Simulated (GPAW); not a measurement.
Consider SnSe2 (P-3m1).

```xyz
3
Lattice="3.8110 0.0000 0.0000 -1.9055 3.3004 0.0000 0.0000 0.0000 6.1360" Properties=species:S:1:pos:R:3 pbc="T T T"
Sn    0.0000    0.0000    0.0000
Se    1.9055    1.1001    4.6081
Se    0.0000    2.2003    1.5279
```

Absorber: atom 2, with 3 Sn at 2.68 Å (pyramidal, site symmetry 3m). Method: GPAW, LDA, full core hole (charged cell), 9-atom cell with 6.6 Å between holes, 4×4×4 k points, dipole transitions, Gaussian full width 2.33 eV up to 4 eV, rising linearly to 3.5 eV at 25 eV.

What does the Se K edge look like?

Main maxima up to 30 eV above the zero (height): 1.2 eV (1.02), 4.8 eV (1.66), 9.2 eV (1.21) and 26.4 eV (1.22). A K edge sees empty p states on the absorber. 

The Se K spectrum (energy from the lowest empty level; intensity scaled to a mean of 1 over the first 20 eV; polarised curves are means over the symmetry-equivalent atoms):

```
E (eV)  isotropic  ε ⊥ c  ε ∥ c
  -2.0       0.02   0.02   0.01
  -1.0       0.17   0.21   0.09
   0.0       0.64   0.76   0.38
   1.0       1.02   1.18   0.70
   2.0       0.85   0.89   0.77
   3.0       0.93   0.88   1.02
   4.0       1.48   1.52   1.39
   5.0       1.63   1.71   1.48
   6.0       1.21   1.21   1.20
   7.0       0.89   0.87   0.91
   8.0       1.02   1.00   1.05
   9.0       1.21   1.18   1.26
  10.0       1.12   1.11   1.16
  11.0       0.91   0.90   0.95
  12.0       0.77   0.73   0.84
  13.0       0.75   0.71   0.83
  14.0       0.81   0.81   0.81
  15.0       0.86   0.89   0.80
  16.0       0.88   0.91   0.83
  17.0       0.89   0.89   0.88
  18.0       0.91   0.91   0.93
  19.0       0.96   0.95   0.97
  20.0       1.02   1.02   1.02
  21.0       1.09   1.10   1.06
  22.0       1.11   1.13   1.07
  23.0       1.12   1.14   1.07
  24.0       1.13   1.15   1.10
  25.0       1.18   1.18   1.17
  26.0       1.22   1.22   1.22
  27.0       1.21   1.21   1.22
  28.0       1.15   1.14   1.18
  29.0       1.08   1.04   1.15
  30.0       1.03   0.98   1.15
  31.0       1.03   0.99   1.11
  32.0       1.07   1.08   1.03
```

The script folds with a Gaussian, whereas the core hole's own line is a Lorentzian, so the onset is too steep and the first peak too high. Lifetime broadening is put in by hand, and intensities beyond about 20 eV depend on it and on the partial waves. The structure is a published determination, not relaxed.

[Banner, clock and machine lines of the logs are left out without a mark of their own.]

[Logs are printed without paths, hosts, clocks, repeated set-up lines and the standing remarks that a program may print on its own settings, such as how far it seeks lower states.]

[Hosts, paths, dates, database ids (printed as entryN), source tags and the programs' standing remarks are cut or masked in the printed files.]

[Lists of maxima count a maximum above −3 eV only where it reaches 4 % of the highest in the window and stands out from its surroundings by 2 % of it (1.5 % where it reaches 55 %); shoulders and weaker maxima are passed over, and of the rest the first, up to two pre-edge ones and the few strongest are named.]
